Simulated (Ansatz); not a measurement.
## Br on Mg(0001): change of the work function: the clean slab

Ansatz 0.2.0; plane-wave DFT, PBE, Ansatz PAW.

Input file input.yaml:

```yaml
crystal:
  lattice:
    - [3.21, 0.0, 0.0]
    - [1.605, 2.7799415461, 0.0]
    - [0.0, 0.0, 25.81956]
  atoms:
    - { symbol: Mg, position: [0.6666666667, 0.6666666667, 0.3485729424] }
    - { symbol: Mg, position: [0.0, 0.0, 0.4495243141] }
    - { symbol: Mg, position: [0.6666666667, 0.6666666667, 0.5504756859] }
    - { symbol: Mg, position: [0.0, 0.0, 0.6514270576] }
kpoints:
  mp_grid: { grid: [12, 12, 1] }
hamiltonian:
  xc: pbe
scf:
  occupations: { method: fermi_dirac, width: 0.1 }
  convergence: { dr2_threshold: 1.0e-08 }
efield:
  axis: 3
  dipole_correction: true
  ramp_position: 0.97
  ramp_width: 0.06
relax:
  f_tol: 0.02
  max_steps: 60
  constraints: [{ sites: [0, 1] }]
output:
  write_potential: true
  write_density: true
  volumetric_format: npy
```

Launch:

```
> ansatz run input.yaml --threads 4 --pin off --max-ram 6144MiB --backend cpu --events-out ev --progress --plain --runs-dir out
```

**Question.** What does this run give for the work function, upper face; and electron's electrostatic potential energy less the Fermi level against z?

In the vacuum the potential turns flat, and its height over the Fermi level, 3.79 eV, is the work function of the face beside that plateau.

The run keeps the 6 symmetry operations that it works with, so distortions that break them were not tested.

Step by step:

```
step  energy less that of the first step (eV)  largest force component (eV/Å)
   1                                   0.0000                          0.0442
   2                                  -0.0007                          0.0154
```

The atoms that moved most (Å):

```
atom     dx     dy     dz  length
 Mg4  0.000  0.000  0.029   0.029
 Mg3  0.000  0.000  0.005   0.005
```

Final coordinates:

```xyz
4
Lattice="3.2100 0.0000 0.0000 1.6050 2.7799 0.0000 0.0000 0.0000 25.8196" Properties=species:S:1:pos:R:3
Mg    3.2100    1.8533    9.0000
Mg    0.0000    0.0000   11.6065
Mg    3.2100    1.8533   14.2181
Mg    0.0000    0.0000   16.8482
```

Numbers from this step:

| Quantity | Value |
| --- | --- |
| work function, upper face | 3.787 eV |
| dipole along the normal | 2.20e-4 e·Å |

Running mean over 2.60652 Å of the planar mean; the ramp of the sawtooth is left out. Electron's electrostatic potential energy less the Fermi level against z:

```
z (Å)  electron's electrostatic potential energy less the Fermi level (eV)
    4                                                                 3.79
    5                                                                 3.78
    6                                                                 3.64
    7                                                                 2.60
    8                                                                -2.09
    9                                                                -4.02
   10                                                                -4.04
   11                                                                -4.01
   12                                                                -3.99
   13                                                                -3.98
   14                                                                -4.00
   15                                                                -3.95
   16                                                                -3.97
   17                                                                -3.95
   18                                                                -1.31
   19                                                                 2.90
   20                                                                 3.68
   21                                                                 3.78
   22                                                                 3.79
```

[Logs are printed without paths, hosts, clocks, repeated set-up lines and the standing remarks that a program may print on its own settings, such as how far it seeks lower states.]

[Hosts, paths, dates, database ids (printed as entryN), source tags and the programs' standing remarks are cut or masked in the printed files.]

[Maps of the electrostatic potential energy from Ansatz leave out the sawtooth potential of an applied field or a dipole correction, so their vacuum need not be flat; planar profiles and work functions include it.]
